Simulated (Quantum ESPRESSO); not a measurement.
# Magnetic state of YMn2 from several starts

A self-consistent run ends on one state, which hangs on the start. Several orders of YMn2 are started in Quantum ESPRESSO and their energies compared.

Main program and level: Quantum ESPRESSO 7.5; LDA; plane waves with GBRV 1.5 LDA potentials, no spin-orbit coupling.

This is a report of a sequence of runs, with most program output left out.

## Step 1: Starting point

It takes space group Fd-3m (No. 227, cubic). The conventional cell has a = 7.680 Å, b = 7.680 Å, c = 7.680 Å, α = 90.00°, β = 90.00°, γ = 90.00°. Nearest to Y lie 12 Mn at 3.18 Å and 4 Y at 3.33 Å. Nearest to Mn lie 6 Mn at 2.72 Å and 6 Y at 3.18 Å. Farther neighbours are not listed.

The cell comes from the Crystallography Open Database.

## Step 2: Run 1 (ferro ++++)

The signs are those of the starting moments on the seeded atoms, the atoms that are given a moment.

The input, pw.in:

```
&CONTROL
  calculation = 'scf'
  prefix = 'pwscf'
  outdir = './tmp'
  pseudo_dir = './pseudo'
  disk_io = 'nowf'
  tprnfor = .true.
  tstress = .true.
/
&SYSTEM
  ibrav = 0
  celldm(1) = 8
  nat = 6
  ntyp = 2
  ecutwfc = 40
  ecutrho = 280
  nbnd = 60
  occupations = 'smearing'
  smearing = 'fd'
  degauss = 0.00734986
  nspin = 2
  starting_magnetization(1) = 0
  starting_magnetization(2) = 0.2333
/
&ELECTRONS
  conv_thr = 1.2d-08
  electron_maxstep = 150
  mixing_beta = 0.3
/
ATOMIC_SPECIES
Y      88.9058 y_lda_v1.4.uspp.F.UPF
Mn     54.9380 mn_lda_v1.5.uspp.F.UPF
CELL_PARAMETERS alat
   0.0000000000000    0.9070685398204    0.9070685398204
   0.9070685398204    0.0000000000000    0.9070685398204
   0.9070685398204    0.9070685398204    0.0000000000000
ATOMIC_POSITIONS crystal
Y       0.0000000000    0.0000000000    0.0000000000
Y       0.2500000000    0.2500000000    0.2500000000
Mn      0.6250000000    0.6250000000    0.6250000000
Mn      0.1250000000    0.6250000000    0.6250000000
Mn      0.6250000000    0.6250000000    0.1250000000
Mn      0.6250000000    0.1250000000    0.6250000000
K_POINTS automatic
6 6 6 0 0 0
```

Run with:

```
$ OMP_NUM_THREADS=1 mpirun -n 2 pw.x -nk 2 -in pw.in > pw.out
```

Run time: 3.7 min. Hardware: 2 MPI ranks of Arm Neoverse V1, shared host; peak memory 0.47 GiB.

Spin moment in the atom's sphere by atom:

```
atom  spin moment in the atom's sphere (μB)
  Y1                                  -0.18
  Y2                                  -0.18
 Mn3                                   1.75
 Mn4                                   1.75
 Mn5                                   1.75
 Mn6                                   1.75
```

This step gave:

* smearing term TS: 0.4445 eV
* pressure: -20.34 GPa
* magnetization: 6.653 μB
* absolute magnetization: 7.771 μB
* final state: ferrimagnetic

Spin density in the ac plane of a cell with a along [110], b along [-110] and c along [001] of the cube at fractional y = 0.000, with atoms of Y and Mn within 0.2 Å of it.

Ten even steps from '_' (0.0 e/Å³) to '@' (2.6 e/Å³), each cell a mean:
```
______________________________________________________________
______________________________________________________________
______________________________________________________________
______________________________________________________________
______________________________________________________________
______________________________________________________________
______________________________________________________________
______________________________________________________________
______________________________________________________________
______________________________________________________________
______________________________________________________________
______________________________________________________________
______________________________________________________________
______________________________________________________________
______________________________________________________________
______________________________________________________________
______::::____________::::__________..::..__________..::..____
____..####::________::####..________==%%++..______..++@@==____
____::##@@--________--@@##::________==@@**..______..**@@==____
____..::--..________..==::__________..--::__________----..____
______________________________________________________________
```
Columns run along a (10.9 Å), rows up along c (7.7 Å), edges of the conventional cell, whose origin can differ from the input's. Atoms in or near the plane, at fractional coordinates: Y at (0.00, 0.50), Y at (0.50, 0.50), Y at (0.25, 0.75), Y at (0.75, 0.75), Mn at (0.12, 0.12), Mn at (0.62, 0.12), Mn at (0.38, 0.12), Mn at (0.88, 0.12).

Valence density in the ac plane of a cell with a along [110], b along [-110] and c along [001] of the cube at fractional y = 0.000, with atoms of Y and Mn within 0.2 Å of it. It is the smooth field of the valence electrons, not physical close to the nuclei.

Ten steps, logarithmic in the rise over the least value, from '_' (0 e/Å³) to '@' (16 e/Å³), each cell a mean:
```
..........____________....................__________..........
......________....________..........__________..__________....
....______..::----::..______........______..------..______....
....______::++****++::______......______..==++**++==..______..
________..==**++++**==..________________::++**==**++::________
________..==**++++**==..________________::++**==**++::________
__________::++****++::__________________..==******==..________
--::______..::----::..______::--::..______..--==--..______..::
**++::________....________::++**++==..________..________..==++
++**==..________________..==**++**++--__________________--++**
--**++..________________..++**--++**--__________________--**++
****--..______....______..--******++::______......______::++**
==--..______........______..--====::..______......______..::==
....________........________......________..........________..
________................______________..................______
____..::::............::::..______..::::::..........::::::..__
....==**##==::....::==##**==......::++##**--......--**##++::..
..::##@@@@%%--....--%%@@@@##::....==%%@@@@++::..::++@@@@%%==..
..--##@@@@%%==....==%%@@@@##--....++@@@@@@**::..::**@@@@@@++..
..::++%%%%**::....::**%%%%++::....--**%%##==......==##%%**--..
....::----::..____..::----::........::----....__....----::....
```
Columns run along a (10.9 Å), rows up along c (7.7 Å), edges of the conventional cell, whose origin can differ from the input's. Atoms in or near the plane, at fractional coordinates: Y at (0.00, 0.50), Y at (0.50, 0.50), Y at (0.25, 0.75), Y at (0.75, 0.75), Mn at (0.12, 0.12), Mn at (0.62, 0.12), Mn at (0.38, 0.12), Mn at (0.88, 0.12).

## Step 3: Run 2 (antiferro ++−−)

pw.in: that of step 2 with these lines changed.

```diff
@@ -13,6 +13,6 @@
   nat = 6
-  ntyp = 2
+  ntyp = 3
   ecutwfc = 40
   ecutrho = 280
-  nbnd = 60
+  nbnd = 53
   occupations = 'smearing'
@@ -23,2 +23,3 @@
   starting_magnetization(2) = 0.2333
+  starting_magnetization(3) = -0.2333
 /
@@ -31,3 +32,4 @@
 Y      88.9058 y_lda_v1.4.uspp.F.UPF
-Mn     54.9380 mn_lda_v1.5.uspp.F.UPF
+Mn1    54.9380 mn_lda_v1.5.uspp.F.UPF
+Mn2    54.9380 mn_lda_v1.5.uspp.F.UPF
 CELL_PARAMETERS alat
@@ -39,6 +41,6 @@
 Y       0.2500000000    0.2500000000    0.2500000000
-Mn      0.6250000000    0.6250000000    0.6250000000
-Mn      0.1250000000    0.6250000000    0.6250000000
-Mn      0.6250000000    0.6250000000    0.1250000000
-Mn      0.6250000000    0.1250000000    0.6250000000
+Mn1     0.6250000000    0.6250000000    0.6250000000
+Mn1     0.1250000000    0.6250000000    0.6250000000
+Mn2     0.6250000000    0.6250000000    0.1250000000
+Mn2     0.6250000000    0.1250000000    0.6250000000
 K_POINTS automatic
```

It took 6.5 min on 2 MPI ranks; peak memory 0.62 GiB.

Spin moment in the atom's sphere by atom:

```
atom  spin moment in the atom's sphere (μB)
  Y1                                   0.00
  Y2                                   0.00
 Mn3                                   2.66
 Mn4                                   2.66
 Mn5                                  -2.66
 Mn6                                  -2.66
```

Numbers from this step:

```
smearing term TS       : 0.2852 eV
pressure               : -14.92 GPa
magnetization          : 0 μB
absolute magnetization : 11.55 μB
final state            : antiferromagnetic
```

Spin density in the ac plane of a cell with a along [110], b along [-110] and c along [001] of the cube at fractional y = 0.000, with atoms of Y and Mn within 0.2 Å of it.

Ten even steps from '_' (-3.8 e/Å³) to '@' (3.8 e/Å³), each cell a mean:
```
++++++++++++++++================++++++++++++++================
======++++++++++==========++++++====++++++++++++==========++++
================++++++++++++++++==============++++++++++++++++
================++++++++++++++++==============++++++++++++++++
++++++++========++++++++========++++++========++++++++++======
++++++++++++++==++==============++++++++++++==++++============
++++++++++++++==++==============++++++++++++++++==============
++++++++++++++++================++++++++++++++++==============
==++++++++++++++==============++==++++++++++++++============++
==++++++++++++++==============++==++++++++++++++============++
========++++++++========++++++++======++++++++++========++++++
================++++++++++++++++==============++++++++++++++++
================++++++++++++++++==============++++++++++++++++
++++++++========++++++++========++++++++======++++++++========
++++++++++++++++================++++++++++++++++==============
++++++++++++++++================++++++++++++++================
++++++++**++++++======--========++++++**++++++========--======
++++++%%%%**++++====--__..======++++##@@##++++======::__::====
++++**@@@@**++++====--____--====++++##@@%%++++======..__::====
++++++****++++++======----======++++++****++++======----======
++++++++++++++++================++++++++++++++================
```
Columns run along a (10.9 Å), rows up along c (7.7 Å), edges of the conventional cell, whose origin can differ from the input's. Atoms in or near the plane, at fractional coordinates: Y at (0.00, 0.50), Y at (0.50, 0.50), Y at (0.25, 0.75), Y at (0.75, 0.75), Mn at (0.12, 0.12), Mn at (0.62, 0.12), Mn at (0.38, 0.12), Mn at (0.88, 0.12).

Valence density in the ac plane of a cell with a along [110], b along [-110] and c along [001] of the cube at fractional y = 0.000, with atoms of Y and Mn within 0.2 Å of it. It is the smooth field of the valence electrons, not physical close to the nuclei.

Values in e/Å³, 11 rows by 16 columns, each cell a mean:
```
 0  0  0  0  0  0  0  0  0  0  0  0  0  0  0  0
 0  0  0  1  1  0  0  0  0  0  0  1  1  0  0  0
 0  0  0  2  2  1  0  0  0  0  0  2  2  1  0  0
 0  0  0  2  2  0  0  0  0  0  0  2  2  0  0  0
 2  0  0  0  0  0  0  2  2  0  0  0  0  0  0  2
 2  1  0  0  0  0  0  2  2  1  0  0  0  0  0  2
 1  0  0  0  0  0  0  1  1  0  0  0  0  0  0  1
 0  0  0  0  0  0  0  0  0  0  0  0  0  0  0  0
 0  2  3  0  0  2  3  0  0  2  3  0  0  2  3  0
 0 10 13  1  0 10 13  1  0 10 13  1  0 10 13  1
 0  2  3  0  0  2  3  0  0  2  3  0  0  2  3  0
```
Columns run along a (10.9 Å), rows up along c (7.7 Å), edges of the conventional cell, whose origin can differ from the input's. Atoms in or near the plane, at fractional coordinates: Y at (0.00, 0.50), Y at (0.50, 0.50), Y at (0.25, 0.75), Y at (0.75, 0.75), Mn at (0.12, 0.12), Mn at (0.62, 0.12), Mn at (0.38, 0.12), Mn at (0.88, 0.12).

## Step 4: Run 3 (ferri +++−)

pw.in: that of step 3 with these lines changed.

```diff
@@ -16,3 +16,3 @@
   ecutrho = 280
-  nbnd = 53
+  nbnd = 56
   occupations = 'smearing'
@@ -43,3 +43,3 @@
 Mn1     0.1250000000    0.6250000000    0.6250000000
-Mn2     0.6250000000    0.6250000000    0.1250000000
+Mn1     0.6250000000    0.6250000000    0.1250000000
 Mn2     0.6250000000    0.1250000000    0.6250000000
```

Wall time 5.2 min (2 MPI ranks); peak memory 0.56 GiB.

Spin moment in the atom's sphere by atom:

```
atom  spin moment in the atom's sphere (μB)
  Y1                                  -0.14
  Y2                                  -0.14
 Mn3                                   2.48
 Mn4                                   2.48
 Mn5                                   2.48
 Mn6                                  -2.86
```

Read from the output:

* smearing term TS: 0.3102 eV
* pressure: -15.39 GPa
* magnetization: 4.281 μB
* absolute magnetization: 11.29 μB
* final state: ferrimagnetic

## Step 5: Run 4 (no spin polarisation)

The input, pw.in:

```
&CONTROL
  calculation = 'scf'
  prefix = 'pwscf'
  outdir = './tmp'
  pseudo_dir = './pseudo'
  disk_io = 'nowf'
  tprnfor = .true.
  tstress = .true.
/
&SYSTEM
  ibrav = 0
  celldm(1) = 8
  nat = 6
  ntyp = 2
  ecutwfc = 40
  ecutrho = 280
  nbnd = 53
  occupations = 'smearing'
  smearing = 'fd'
  degauss = 0.00734986
/
&ELECTRONS
  conv_thr = 1.2d-08
  electron_maxstep = 150
  mixing_beta = 0.3
/
ATOMIC_SPECIES
Y      88.9058 y_lda_v1.4.uspp.F.UPF
Mn     54.9380 mn_lda_v1.5.uspp.F.UPF
CELL_PARAMETERS alat
   0.0000000000000    0.9070685398204    0.9070685398204
   0.9070685398204    0.0000000000000    0.9070685398204
   0.9070685398204    0.9070685398204    0.0000000000000
ATOMIC_POSITIONS crystal
Y       0.0000000000    0.0000000000    0.0000000000
Y       0.2500000000    0.2500000000    0.2500000000
Mn      0.6250000000    0.6250000000    0.6250000000
Mn      0.1250000000    0.6250000000    0.6250000000
Mn      0.6250000000    0.6250000000    0.1250000000
Mn      0.6250000000    0.1250000000    0.6250000000
K_POINTS automatic
6 6 6 0 0 0
```

The job ended after 94 s (2 MPI ranks; peak memory 0.38 GiB).

This step gave:

| Item | Value |
| --- | --- |
| smearing term TS | 0.3627 eV |
| pressure | -25.16 GPa |
| final state | non-magnetic (no spin polarisation) |

## Step 6: Ranking

An order is kept where moments of 0.15 μB or more survive with the typed signs; meshes match where a doubled cell samples the same k points as the first cell.

Ferrimagnetic means that a moment over 0.15 μB on a transition or rare-earth metal, induced ones included, opposes the net moment. Orders:

```
               start        final state  typed order kept  energy over the lowest (meV a seeded atom)  largest site moment (μB)  net moment (μB a cell of the first run)  mesh matched  CPU time (s)
          ferro ++++      ferrimagnetic               yes                                       208.3                     1.755                                    6.653           yes           438
      antiferro ++--  antiferromagnetic               yes                                           0                     2.656                                        0           yes         782.2
          ferri +++-      ferrimagnetic               yes                                       44.62                     2.859                                    4.281           yes           628
no spin polarisation       non-magnetic                 -                                       242.4                         0                                        0           yes         188.2
```

## Step 7: Results

| Quantity | Value |
| --- | --- |
| lowest state found | antiferromagnetic (from antiferro ++--) |
| largest site moment | 2.66 μB |
| next state with moments | ferrimagnetic, 44.6 meV a seeded atom higher |
| state without moments | 242 meV a seeded atom higher |

Only these 4 starts were compared; other wavevectors, canted and longer-period orders were not. Energies are free energies at an electronic temperature of 1160 K, which lowers moments and differences where the moments are itinerant.

[Logs and program files are shortened in this print: banners, set-up blocks, solver, clock and traceback lines can be left out without a mark of their own.]

[Logs are printed without paths, hosts, clocks, repeated set-up lines and the standing remarks that a program may print on its own settings, such as how far it seeks lower states.]

[Hosts, paths, dates, database ids (printed as entryN), source tags and the programs' standing remarks are cut or masked in the printed files.]

[Where a cell is said to come from a database of computed structures, the database is the Materials Project.]
